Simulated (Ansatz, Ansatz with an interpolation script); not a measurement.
Rows from a G0W0 calculation on KCdCO3F (P-6c2) (Ansatz 0.2.0; G0W0 on PBEsol, plane waves, PAW; PAW set soft_1; 6×6×2 mesh, 759 empty bands, screening to 140 eV, PAW set soft_1 files), in eV. Spin-orbit coupling is left out.

```csv
row,k,band,start,Σx,Σc at the solution,Vxc
A,"(0.000, 0.167, 0.000)",v1,4.639,-28.994,4.574,-23.083
B,Γ,c1,7.747,-9.295,-3.388,-13.713
C,Γ,c2,9.893,-8.557,-4.128,-14.173
D,Γ,v1,4.636,-28.987,4.577,-23.073
E,"(0.000, 0.167, 0.000)",c2,10.096,-9.204,-4.131,-14.885
F,"(0.000, 0.167, 0.000)",c1,8.113,-9.670,-3.393,-14.136
```

Work out each quasiparticle level and how far it moved.

The quasiparticle equation reads E = start + Σx + Σc(E) − Vxc.

```csv
row,E (eV),shift (eV)
A,3.302,−1.337
B,8.777,+1.030
C,11.381,+1.487
D,3.300,−1.336
E,11.646,+1.550
F,9.186,+1.073
```

The gap over the computed points goes from 3.11 eV to 5.48 eV.

Limits: not at the basis limit; d shell near the gap, gap tends to lie low; no spin-orbit coupling.

[Paths, hosts, dates, memory and timing lines, banners, echoed tables and standing remarks are left out of the program output.]

[Logs are printed without paths, hosts, clocks, repeated set-up lines and the standing remarks that a program may print on its own settings, such as how far it seeks lower states.]

[Runs of the session that timed out or met a known fault of the program may be left out.]

[Hosts, paths, dates, database ids (printed as entryN), source tags and the programs' standing remarks are cut or masked in the printed files.]
